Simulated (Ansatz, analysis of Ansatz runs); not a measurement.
# A hop of Li in Li3VO4 (Pmn2_1), charge −1, part 3 of 4

Aim: the barrier of one jump in Li3VO4 (Pmn2_1) at charge −1: V_Li hop (3.0 Å). The model is a cell of 64 host atoms with 1 Li taken out; Li is the atom that moves.

Ansatz 0.2.0; plane-wave PAW DFT, PBEsol; nudged elastic band between two relaxed defect structures at fixed charge in a uniform background.

So far: Starting point; Relaxation of the start point, charge −1; Relaxation of the end point, charge −1.

### 4. Nudged elastic band, charge −1

7 movable images are laid between the ends on straight lines. Each image feels the true force across the path and a spring force along it. The highest image is set to climb to the top of the path.

This step: plane-wave PAW DFT, PBEsol; nudged elastic band between two relaxed defect structures at fixed charge in a uniform background.

qm1.neb/input.yaml reads:

```yaml
crystal:
  lattice:
    - [-6.2860123, 5.41796052, 4.92165781]
    - [6.2860123, -5.41796052, 4.92165781]
    - [6.2860123, 5.41796052, -4.92165781]
  atoms:
    - { symbol: Li, position: [0.34061833, 0.12951027, 0.45964145] }
    - { symbol: Li, position: [0.33607788, 0.62658421, 0.95645218] }
    - { symbol: Li, position: [0.83850087, 0.12918104, 0.95628437] }
    - { symbol: Li, position: [0.84006305, 0.62806519, 0.45840778] }
    - { symbol: Li, position: [0.42276278, 0.38467342, 0.29660353] }
    - { symbol: Li, position: [0.41976256, 0.87656615, 0.78847579] }
    - { symbol: Li, position: [0.91671756, 0.37806779, 0.79028458] }
    - { symbol: Li, position: [0.92142962, 0.88199445, 0.29328805] }
    - { symbol: Li, position: [0.4208411, 0.12778577, 0.03950814] }
    - { symbol: Li, position: [0.92358767, 0.13476782, 0.54072654] }
    - { symbol: Li, position: [0.92199172, 0.62863696, 0.03905326] }
    - { symbol: Li, position: [0.34175409, 0.38446435, 0.70939779] }
    - { symbol: Li, position: [0.33927994, 0.88127799, 0.21172391] }
    - { symbol: Li, position: [0.84160376, 0.38158888, 0.21040803] }
    - { symbol: Li, position: [0.83206334, 0.87783787, 0.70638228] }
    - { symbol: Li, position: [0.09287789, 0.26083447, 0.33375786] }
    - { symbol: Li, position: [0.0877313, 0.75210036, 0.83269544] }
    - { symbol: Li, position: [0.58854621, 0.25453615, 0.83253955] }
    - { symbol: Li, position: [0.58708496, 0.75553142, 0.33805472] }
    - { symbol: Li, position: [0.17226473, 0.25619362, 0.91718689] }
    - { symbol: Li, position: [0.17332836, 0.75133952, 0.41555195] }
    - { symbol: Li, position: [0.6692172, 0.25672421, 0.41604487] }
    - { symbol: Li, position: [0.66987168, 0.75445911, 0.91512727] }
    - { symbol: V, position: [0.08558711, 0.00026208, 0.08494607] }
    - { symbol: V, position: [0.08125113, 0.49682374, 0.58389014] }
    - { symbol: V, position: [0.58475633, 0.00214608, 0.58406001] }
    - { symbol: V, position: [0.58591666, 0.50059198, 0.08630572] }
    - { symbol: V, position: [0.16598148, 0.00053558, 0.66580529] }
    - { symbol: V, position: [0.16373007, 0.49881769, 0.16027863] }
    - { symbol: V, position: [0.66586648, 0.00086697, 0.16462996] }
    - { symbol: V, position: [0.66822149, 0.50126774, 0.66795792] }
    - { symbol: O, position: [0.21599095, 0.16739579, 0.27223275] }
    - { symbol: O, position: [0.21566867, 0.66640289, 0.77219587] }
    - { symbol: O, position: [0.71512061, 0.1689087, 0.77345537] }
    - { symbol: O, position: [0.71627003, 0.66841814, 0.27319075] }
    - { symbol: O, position: [0.4142975, 0.32630419, 0.08758648] }
    - { symbol: O, position: [0.41234352, 0.83642485, 0.58584172] }
    - { symbol: O, position: [0.904698, 0.32623386, 0.58522635] }
    - { symbol: O, position: [0.91395603, 0.82749334, 0.08770806] }
    - { symbol: O, position: [0.19666307, 0.42401873, 0.54677594] }
    - { symbol: O, position: [0.2149555, 0.94227084, 0.0468825] }
    - { symbol: O, position: [0.71547264, 0.4433151, 0.04795557] }
    - { symbol: O, position: [0.7171463, 0.94600388, 0.54744741] }
    - { symbol: O, position: [0.13954174, 0.43908827, 0.97032039] }
    - { symbol: O, position: [0.1449234, 0.94287807, 0.47796459] }
    - { symbol: O, position: [0.64704475, 0.44650037, 0.47859065] }
    - { symbol: O, position: [0.64584178, 0.94306342, 0.97742915] }
    - { symbol: O, position: [0.14678274, 0.16797176, 0.70457168] }
    - { symbol: O, position: [0.14581092, 0.6684366, 0.20036561] }
    - { symbol: O, position: [0.64564369, 0.16825313, 0.20172774] }
    - { symbol: O, position: [0.66160277, 0.67165714, 0.71670261] }
    - { symbol: O, position: [0.37003278, 0.05361113, 0.81633158] }
    - { symbol: O, position: [0.36678753, 0.54963258, 0.29850735] }
    - { symbol: O, position: [0.86990679, 0.05416012, 0.31444097] }
    - { symbol: O, position: [0.87265211, 0.55182417, 0.81743814] }
    - { symbol: O, position: [0.48877107, 0.05708973, 0.43235525] }
    - { symbol: O, position: [0.48901452, 0.55451601, 0.93620823] }
    - { symbol: O, position: [0.98960981, 0.05458953, 0.93481331] }
    - { symbol: O, position: [0.98786261, 0.55272484, 0.43204692] }
    - { symbol: O, position: [0.49061792, 0.32676161, 0.66541139] }
    - { symbol: O, position: [0.49074364, 0.82737045, 0.16285959] }
    - { symbol: O, position: [0.98989118, 0.32492232, 0.16203555] }
    - { symbol: O, position: [0.99092292, 0.82707181, 0.6642391] }
total_charge: -1
basis:
  ecutwfc: 420
  xc_grid: 2
hamiltonian:
  xc: pbesol
kpoints:
  mp_grid: { grid: [1, 1, 1] }
scf:
  occupations: { method: fixed }
  max_iter: 100
output:
  forces: true
neb:
  images: 7
  f_tol: 0.05
  climbing: true
  initial_path: linear
  max_iterations: 45
  order_check: false
  final_atoms:
    - { symbol: Li, position: [0.33809226, 0.12925633, 0.45784961] }
    - { symbol: Li, position: [0.33670474, 0.6286842, 0.95445351] }
[... 2 atom lines left out ...]
    - { symbol: Li, position: [0.41554956, 0.38128812, 0.29240632] }
[... 6 atom lines left out ...]
    - { symbol: Li, position: [0.33808192, 0.38060429, 0.70921384] }
[... 3 atom lines left out ...]
    - { symbol: Li, position: [0.41556061, 0.62351651, 0.5346515] }
[... 8 atom lines left out ...]
    - { symbol: V, position: [0.08689005, 0.50440819, 0.58871918] }
[... 3 atom lines left out ...]
    - { symbol: V, position: [0.16542154, 0.50331564, 0.16248515] }
[... 2 atom lines left out ...]
    - { symbol: O, position: [0.22796713, 0.16090498, 0.26822769] }
[... 4 atom lines left out ...]
    - { symbol: O, position: [0.4136984, 0.82743114, 0.58689474] }
[... 2 atom lines left out ...]
    - { symbol: O, position: [0.22798114, 0.46011652, 0.56744622] }
[... 10 atom lines left out ...]
    - { symbol: O, position: [0.64597567, 0.66797713, 0.70259129] }
[... 1 atom line left out ...]
    - { symbol: O, position: [0.37063574, 0.55688694, 0.31412685] }
[... 5 atom lines left out ...]
    - { symbol: O, position: [0.99067977, 0.55672925, 0.43471656] }
[... 2 atom lines left out ...]
    - { symbol: O, position: [0.98544935, 0.33343429, 0.15239703] }
    - { symbol: O, position: [0.98963315, 0.82713256, 0.66283701] }
```

Launch:

```console
$ ansatz run input.yaml --threads 4 --pin off --max-ram 7536MiB --backend cpu --events-out ev --progress --plain --runs-dir out
```

Numbers of over 12 decimals in the logs are rounded to 6 here.

The program printed:

```text
[...]
Warning: neb: disabling space-group detection — the band's intermediate images generally break the endpoint symmetry, so no spatial operation reduces the k-mesh or symmetrises the density, except that a semilocal band can use its path's symmetry ahead of [...]
[...]
parallel-image band execution: 4 concurrent image workers
NEB image 0
Crystal: 63 atoms, lattice volume = 670.475 Å³
Basis set: ecut = 420 eV, 13091 PW (Γ), exchange–correlation on 144×144×144 points (8 copies of the dense FFT grid, shifted against one another)
Bands: 246, of which v1, the nominal top of the filled ones, is band 183 counted from 1 (182 counted from 0)
Symmetry: 1 space group operations
k-points: 1
[...]
SCF iter   1: F=—  HF=-45762.116690 eV  |F-HF|=—  |Δ(HF+E_count)|=         —  Δρ=1.59e-2  dr2=1.40e0  ethr=1.77e-3  ⟨swp⟩=4.0  Hψ=645  notcnv=0  defer=47
[...]
SCF iter  12: F=-45761.686904 eV  HF=-45761.686904 eV  |F-HF|=5.85e-8  |Δ(HF+E_count)|=   1.64e-7  Δρ=3.33e-6  dr2=9.63e-8  ethr=2.73e-11  ⟨swp⟩=4.0  Hψ=617  notcnv=0
SCF 1 converged in 12 iterations: F = -45761.686904 eV  dr2 = 9.63e-8
[...]
NSCF: frozen V_eff on 1 k-points
NEB image 8
SCF iter   1: F=—  HF=-45762.190292 eV  |F-HF|=—  |Δ(HF+E_count)|=         —  Δρ=1.59e-2  dr2=1.39e0  ethr=1.77e-3  ⟨swp⟩=4.0  Hψ=645  notcnv=0  defer=47
[...]
SCF iter  13: F=-45761.760988 eV  HF=-45761.760988 eV  |F-HF|=2.74e-8  |Δ(HF+E_count)|=   3.09e-9  Δρ=2.23e-6  dr2=3.91e-8  ethr=2.73e-11  ⟨swp⟩=3.0  Hψ=585  notcnv=0
SCF 2 converged in 13 iterations: F = -45761.760988 eV  dr2 = 3.91e-8
[...]
NEB end point (image 0): max|allowed force component| = 8.849e-3 eV/Å (the criterion of neb.relax_end_points is 1.000e-2)
NEB end point (image 8): max|allowed force component| = 4.805e-3 eV/Å (the criterion of neb.relax_end_points is 1.000e-2)
NEB image 1
SCF iter   1: F=—  HF=-45761.919139 eV  |F-HF|=—  |Δ(HF+E_count)|=         —  Δρ=1.59e-2  dr2=1.39e0  ethr=1.77e-3  ⟨swp⟩=4.0  Hψ=642  notcnv=0  defer=47
[...]
SCF iter  13: F=-45761.491041 eV  HF=-45761.491041 eV  |F-HF|=8.45e-8  |Δ(HF+E_count)|=   1.72e-8  Δρ=3.56e-6  dr2=9.82e-8  ethr=2.73e-11  ⟨swp⟩=3.0  Hψ=582  notcnv=0
SCF 3 converged in 13 iterations: F = -45761.491041 eV  dr2 = 9.82e-8
NEB image 2
SCF iter   1: F=—  HF=-45761.384370 eV  |F-HF|=—  |Δ(HF+E_count)|=         —  Δρ=1.59e-2  dr2=1.40e0  ethr=1.77e-3  ⟨swp⟩=4.0  Hψ=650  notcnv=0  defer=48
[...]
SCF iter  13: F=-45760.950943 eV  HF=-45760.950943 eV  |F-HF|=6.95e-8  |Δ(HF+E_count)|=   1.70e-8  Δρ=3.31e-6  dr2=8.82e-8  ethr=2.73e-11  ⟨swp⟩=2.0  Hψ=662  notcnv=0
SCF 4 converged in 13 iterations: F = -45760.950943 eV  dr2 = 8.82e-8
NEB image 3
SCF iter   1: F=—  HF=-45760.688493 eV  |F-HF|=—  |Δ(HF+E_count)|=         —  Δρ=1.60e-2  dr2=1.43e0  ethr=1.77e-3  ⟨swp⟩=4.0  Hψ=641  notcnv=0  defer=50
[...]
SCF iter  14: F=-45760.249145 eV  HF=-45760.249145 eV  |F-HF|=9.62e-9  |Δ(HF+E_count)|=   3.03e-9  Δρ=1.46e-6  dr2=1.73e-8  ethr=2.73e-11  ⟨swp⟩=3.0  Hψ=585  notcnv=0
SCF 5 converged in 14 iterations: F = -45760.249145 eV  dr2 = 1.73e-8
NEB image 4
SCF iter   1: F=—  HF=-45760.320078 eV  |F-HF|=—  |Δ(HF+E_count)|=         —  Δρ=1.60e-2  dr2=1.45e0  ethr=1.77e-3  ⟨swp⟩=4.0  Hψ=643  notcnv=0  defer=48
[...]
SCF iter  13: F=-45759.877237 eV  HF=-45759.877237 eV  |F-HF|=3.09e-8  |Δ(HF+E_count)|=   2.38e-9  Δρ=2.49e-6  dr2=5.14e-8  ethr=2.73e-11  ⟨swp⟩=2.0  Hψ=621  notcnv=0
SCF 6 converged in 13 iterations: F = -45759.877237 eV  dr2 = 5.14e-8
NEB image 5
SCF iter   1: F=—  HF=-45760.630852 eV  |F-HF|=—  |Δ(HF+E_count)|=         —  Δρ=1.60e-2  dr2=1.43e0  ethr=1.77e-3  ⟨swp⟩=4.0  Hψ=644  notcnv=0  defer=47
[...]
SCF iter  13: F=-45760.193616 eV  HF=-45760.193616 eV  |F-HF|=1.37e-8  |Δ(HF+E_count)|=   7.25e-8  Δρ=1.66e-6  dr2=2.17e-8  ethr=2.73e-11  ⟨swp⟩=2.0  Hψ=620  notcnv=0
SCF 7 converged in 13 iterations: F = -45760.193616 eV  dr2 = 2.17e-8
NEB image 6
SCF iter   1: F=—  HF=-45761.345244 eV  |F-HF|=—  |Δ(HF+E_count)|=         —  Δρ=1.59e-2  dr2=1.40e0  ethr=1.77e-3  ⟨swp⟩=4.0  Hψ=643  notcnv=0  defer=47
[...]
SCF iter  13: F=-45760.914171 eV  HF=-45760.914171 eV  |F-HF|=8.75e-9  |Δ(HF+E_count)|=   3.87e-8  Δρ=1.71e-6  dr2=2.35e-8  ethr=2.73e-11  ⟨swp⟩=2.0  Hψ=749  notcnv=0
SCF 8 converged in 13 iterations: F = -45760.914171 eV  dr2 = 2.35e-8
NEB image 7
SCF iter   1: F=—  HF=-45761.956535 eV  |F-HF|=—  |Δ(HF+E_count)|=         —  Δρ=1.59e-2  dr2=1.39e0  ethr=1.77e-3  ⟨swp⟩=4.0  Hψ=645  notcnv=0  defer=47
[...]
SCF iter  13: F=-45761.527386 eV  HF=-45761.527386 eV  |F-HF|=1.45e-8  |Δ(HF+E_count)|=   2.02e-8  Δρ=1.94e-6  dr2=3.00e-8  ethr=2.73e-11  ⟨swp⟩=2.0  Hψ=717  notcnv=0
SCF 9 converged in 13 iterations: F = -45761.527386 eV  dr2 = 3.00e-8
NEB iter   1: max|band force component| = 6.134e0 eV/Å  barrier→ = 1.8097 eV  barrier← = 1.8838 eV  Δτ_max = 0.0986 Å  (117 SCF iters)
NEB image 1
[...]
iter 1 solved again at ethr=5.11e-6 eV; its pass at ethr=3.10e-3 eV (dr2=1.87e-2 eV) is discarded
[...]
SCF iter   9: F=-45761.554448 eV  HF=-45761.554448 eV  |F-HF|=3.60e-8  |Δ(HF+E_count)|=   1.63e-8  Δρ=3.09e-6  dr2=7.40e-8  ethr=2.73e-11  ⟨swp⟩=2.0  Hψ=757  notcnv=0
SCF 10 converged in 9 iterations: F = -45761.554448 eV  dr2 = 7.40e-8
NEB image 2
[...]
SCF iter  10: F=-45761.259563 eV  HF=-45761.259563 eV  |F-HF|=1.86e-8  |Δ(HF+E_count)|=   1.62e-7  Δρ=2.26e-6  dr2=4.94e-8  ethr=2.73e-11  ⟨swp⟩=3.0  Hψ=608  notcnv=0
SCF 11 converged in 10 iterations: F = -45761.259563 eV  dr2 = 4.94e-8
NEB image 3
[...]
SCF iter  10: F=-45760.906237 eV  HF=-45760.906237 eV  |F-HF|=2.08e-8  |Δ(HF+E_count)|=   2.77e-7  Δρ=2.90e-6  dr2=7.96e-8  ethr=2.73e-11  ⟨swp⟩=2.0  Hψ=804  notcnv=0
SCF 12 converged in 10 iterations: F = -45760.906237 eV  dr2 = 7.96e-8
NEB image 4
[...]
SCF iter  10: F=-45760.683844 eV  HF=-45760.683844 eV  |F-HF|=1.76e-8  |Δ(HF+E_count)|=   3.07e-7  Δρ=3.05e-6  dr2=8.67e-8  ethr=2.73e-11  ⟨swp⟩=2.0  Hψ=805  notcnv=0
SCF 13 converged in 10 iterations: F = -45760.683844 eV  dr2 = 8.67e-8
NEB image 5
[...]
SCF iter  10: F=-45760.784420 eV  HF=-45760.784420 eV  |F-HF|=1.89e-8  |Δ(HF+E_count)|=   2.46e-7  Δρ=2.62e-6  dr2=6.42e-8  ethr=2.73e-11  ⟨swp⟩=3.0  Hψ=614  notcnv=0
SCF 14 converged in 10 iterations: F = -45760.784420 eV  dr2 = 6.42e-8
NEB image 6
[...]
NEB image 5
[...]
SCF iter   8: F=-45761.141220 eV  HF=-45761.141220 eV  |F-HF|=6.20e-9  |Δ(HF+E_count)|=   2.69e-8  Δρ=1.44e-6  dr2=1.57e-8  ethr=2.73e-11  ⟨swp⟩=2.0  Hψ=781  notcnv=0
SCF 57 converged in 8 iterations: F = -45761.141220 eV  dr2 = 1.57e-8
NEB image 6
[...]
SCF iter   8: F=-45761.302564 eV  HF=-45761.302564 eV  |F-HF|=4.15e-8  |Δ(HF+E_count)|=   4.08e-9  Δρ=3.66e-6  dr2=9.96e-8  ethr=2.73e-11  ⟨swp⟩=2.0  Hψ=770  notcnv=0
SCF 58 converged in 8 iterations: F = -45761.302564 eV  dr2 = 9.96e-8
NEB image 7
[...]
SCF iter   8: F=-45761.616059 eV  HF=-45761.616059 eV  |F-HF|=2.14e-8  |Δ(HF+E_count)|=   1.38e-8  Δρ=2.39e-6  dr2=4.21e-8  ethr=2.73e-11  ⟨swp⟩=3.0  Hψ=607  notcnv=0
SCF 59 converged in 8 iterations: F = -45761.616059 eV  dr2 = 4.21e-8
NEB image 1
[...]
NEB image 2
[...]
NEB image 3
[...]
NEB image 4
[...]
NEB image 6
[...]
NEB image 7
[...]
NEB image 5
[...]
the band table was solved once a step of the walk had ended and its energy, with any forces and stress, was formed, with the checks that follow a solve (1018 applications of the Hamiltonian). They found nothing against the state; [...]
NEB iter   9: max|band force component| = 3.603e-2 eV/Å  barrier→ = 0.5457 eV  barrier← = 0.6198 eV  CI = image 5  Δτ_max = 0.0000 Å  (52 SCF iters)
SCF converged after 8 iterations
Free energy (F): -45761.141220 eV
[...]
Internal energy: -45761.141220 eV  (E = F + TS)
E sigma→0 (E₀):  -45761.141220 eV
Fermi energy:    3.108894 eV
[...]
--- Forces (eV/Å), atoms counted from 1 ---
  atom   1  Li     0.00101341     0.00002066     0.00163599
  atom   2  Li     0.00161121    -0.00026857     0.00145451
  [... 2 atoms left out ...]
  atom   5  Li    -0.00066085    -0.00042455    -0.00270598
  [... 6 atoms left out ...]
  atom  12  Li     0.00127856    -0.00071674    -0.00308849
  [... 3 atoms left out ...]
  atom  16  Li     0.00768404     0.00418550    -0.00228616
  [... 8 atoms left out ...]
  atom  25  V      0.00114912     0.00382303    -0.00304212
  [... 3 atoms left out ...]
  atom  29  V     -0.00604583    -0.00827068     0.00342705
  [... 2 atoms left out ...]
  atom  32  O     -0.00666341    -0.00553601    -0.00596869
  [... 7 atoms left out ...]
  atom  40  O     -0.01469082    -0.00663185     0.01613515
  [... 10 atoms left out ...]
  atom  51  O     -0.00011493     0.00127014     0.00266660
  [... 1 atom left out ...]
  atom  53  O      0.00338265     0.00924228    -0.00412990
  [... 8 atoms left out ...]
  atom  62  O      0.00037713     0.00023012     0.00306382
  [... 1 atom left out ...]
  max |Σ_I F_I| component: 1.68e-5 eV/Å
--- Band table (eV) ---
[...]
this run last wrote the band of iteration 9 to <dir>; this run last wrote the band within `neb.f_tol` of iteration 7 to <dir>
--- NEB band (9 images, 9 band iterations, 572 SCF iterations) ---
  forward barrier  = 0.545684 eV
  backward barrier = 0.619768 eV
  climbing image's point = of an order that was not read
  energies are F+E_penalty+E_count in eV, relative to image 0
  image     s (Å)  Δ vs image 0  max|band force component| (eV/Å)
      0    0.0000      0.000000                                 —
      1    0.3916      0.069383                          3.288e-3
      2    0.7832      0.141405                          1.350e-2
      3    1.1751      0.257346                          9.808e-3
      4    1.5672      0.446516                          3.603e-2
  *   5    1.9593      0.545684                          1.629e-2
      6    2.4326      0.384341                          2.797e-2
      7    2.9057      0.070846                          1.961e-2
      8    3.3786     -0.074084                                 —
  climbing-image geometry (image 5):
  cell:  # Å, volume = 670.4748 Å³
    - [-6.2860123, 5.41796052, 4.92165781]
    - [6.2860123, -5.41796052, 4.92165781]
    - [6.2860123, 5.41796052, -4.92165781]
  atoms:
    - { symbol: Li, position: [0.336479, 0.128123, 0.457210] }
    - { symbol: Li, position: [0.337543, 0.629188, 0.953236] }
    - { symbol: Li, position: [0.839026, 0.129115, 0.961426] }
    - { symbol: Li, position: [0.841962, 0.628800, 0.458941] }
    - { symbol: Li, position: [0.433053, 0.384265, 0.283389] }
    - { symbol: Li, position: [0.420923, 0.877970, 0.790596] }
    - { symbol: Li, position: [0.914109, 0.377490, 0.792413] }
    - { symbol: Li, position: [0.921574, 0.885344, 0.295168] }
    - { symbol: Li, position: [0.421194, 0.126182, 0.038608] }
    - { symbol: Li, position: [0.924763, 0.137091, 0.541280] }
    - { symbol: Li, position: [0.925495, 0.635308, 0.042859] }
    - { symbol: Li, position: [0.340635, 0.378619, 0.718678] }
    - { symbol: Li, position: [0.338539, 0.885176, 0.210528] }
    - { symbol: Li, position: [0.842367, 0.379457, 0.213064] }
    - { symbol: Li, position: [0.832518, 0.879370, 0.707972] }
    - { symbol: Li, position: [0.310599, 0.462328, 0.445295] }
    - { symbol: Li, position: [0.086252, 0.756190, 0.836820] }
    - { symbol: Li, position: [0.588791, 0.254467, 0.833063] }
    - { symbol: Li, position: [0.589400, 0.760494, 0.334610] }
    - { symbol: Li, position: [0.169128, 0.254326, 0.915980] }
    - { symbol: Li, position: [0.173563, 0.753194, 0.415070] }
    - { symbol: Li, position: [0.667359, 0.252655, 0.416137] }
    - { symbol: Li, position: [0.675215, 0.759353, 0.916106] }
    - { symbol: V, position: [0.090749, 0.008330, 0.089503] }
    - { symbol: V, position: [0.080740, 0.501099, 0.590274] }
    - { symbol: V, position: [0.582838, -0.000367, 0.585307] }
    - { symbol: V, position: [0.589370, 0.502236, 0.084544] }
    - { symbol: V, position: [0.164134, -0.001266, 0.665845] }
    - { symbol: V, position: [0.165329, 0.503211, 0.155871] }
    - { symbol: V, position: [0.660339, -0.003316, 0.165306] }
    - { symbol: V, position: [0.666670, 0.500115, 0.666300] }
    - { symbol: O, position: [0.232310, 0.178382, 0.273817] }
    - { symbol: O, position: [0.210353, 0.672201, 0.775350] }
    - { symbol: O, position: [0.712691, 0.166506, 0.774624] }
    - { symbol: O, position: [0.715250, 0.665039, 0.273571] }
    - { symbol: O, position: [0.413988, 0.324576, 0.078444] }
    - { symbol: O, position: [0.410561, 0.830283, 0.585453] }
    - { symbol: O, position: [0.903876, 0.328564, 0.588664] }
    - { symbol: O, position: [0.919704, 0.835062, 0.093791] }
    - { symbol: O, position: [0.209842, 0.437524, 0.570811] }
    - { symbol: O, position: [0.214592, 0.945185, 0.046123] }
    - { symbol: O, position: [0.720042, 0.445761, 0.048066] }
    - { symbol: O, position: [0.716190, 0.945907, 0.549068] }
    - { symbol: O, position: [0.142457, 0.442010, 0.967204] }
    - { symbol: O, position: [0.143495, 0.941612, 0.478282] }
    - { symbol: O, position: [0.647164, 0.444863, 0.478060] }
    - { symbol: O, position: [0.645745, 0.942032, 0.979207] }
    - { symbol: O, position: [0.144875, 0.165932, 0.705382] }
    - { symbol: O, position: [0.149173, 0.673180, 0.199754] }
    - { symbol: O, position: [0.644808, 0.168073, 0.204185] }
    - { symbol: O, position: [0.647559, 0.664883, 0.704105] }
    - { symbol: O, position: [0.369462, 0.053349, 0.815200] }
    - { symbol: O, position: [0.369003, 0.548712, 0.301073] }
    - { symbol: O, position: [0.850633, 0.036875, 0.317200] }
    - { symbol: O, position: [0.870295, 0.554302, 0.819154] }
    - { symbol: O, position: [0.486827, 0.055172, 0.434475] }
    - { symbol: O, position: [0.495525, 0.559944, 0.937017] }
    - { symbol: O, position: [0.989446, 0.057129, 0.935823] }
    - { symbol: O, position: [0.991393, 0.554259, 0.434205] }
    - { symbol: O, position: [0.487958, 0.326167, 0.662778] }
    - { symbol: O, position: [0.478969, 0.822076, 0.157429] }
    - { symbol: O, position: [0.992047, 0.335896, 0.156463] }
    - { symbol: O, position: [0.988681, 0.825732, 0.664553] }
```

Elapsed: 5.2 min, on 4 threads of Arm Neoverse V1, shared host; peak memory 2.7 GiB.

Images along the path:

| image | path (Å) | energy (eV) | Li16: x, y, z (Å) |
| --- | --- | --- | --- |
| 0 | 0.000 | 0.0000 | 3.154, 0.898, 0.098 |
| 1 | 0.392 | 0.0694 | 3.191, 0.951, 0.444 |
| 2 | 0.783 | 0.1414 | 3.245, 1.031, 0.796 |
| 3 | 1.175 | 0.2573 | 3.363, 1.197, 1.091 |
| 4 | 1.567 | 0.4465 | 3.540, 1.404, 1.355 |
| 5 | 1.959 | 0.5457 | 3.753, 1.591, 1.612 |
| 6 | 2.433 | 0.3843 | 4.068, 1.716, 1.927 |
| 7 | 2.906 | 0.0708 | 4.408, 1.749, 2.221 |
| 8 | 3.379 | -0.0741 | 4.668, 1.770, 2.483 |

This step gave:

```
free energy      : -45761.1412 eV
barrier forward  : 0.5457 eV
barrier backward : 0.6198 eV
end less start   : -0.07408 eV
hop length       : 2.956 Å
```

Track of the atom that was set to move:

| image | x (Å) | y (Å) | z (Å) | nearest neighbour | distance (Å) |
| --- | --- | --- | --- | --- | --- |
| 0 | 3.154 | 0.898 | 0.098 | O | 1.922 |
| 1 | 3.191 | 0.951 | 0.444 | O | 1.89 |
| 2 | 3.245 | 1.031 | 0.796 | O | 1.875 |
| 3 | 3.363 | 1.197 | 1.091 | O | 1.851 |
| 4 | 3.54 | 1.404 | 1.355 | O | 1.811 |
| 5 | 3.753 | 1.591 | 1.612 | O | 1.79 |
| 6 | 4.068 | 1.716 | 1.927 | O | 1.81 |
| 7 | 4.408 | 1.749 | 2.221 | O | 1.87 |
| 8 | 4.668 | 1.77 | 2.483 | O | 1.923 |

The band met its tolerance of 0.05 eV/Å after 9 iterations, with image 5 on top (the start counts as 0). Li16, which moves farthest between the ends, has 4 O at 1.92 to 2.03 Å nearest at the start and 2 O at 1.79 to 1.85 Å at the top.

[end of part 3 of 4]

[Logs are printed without paths, hosts, clocks, repeated set-up lines and the standing remarks that a program may print on its own settings, such as how far it seeks lower states.]

[Hosts, paths, dates, database ids (printed as entryN), source tags and the programs' standing remarks are cut or masked in the printed files.]
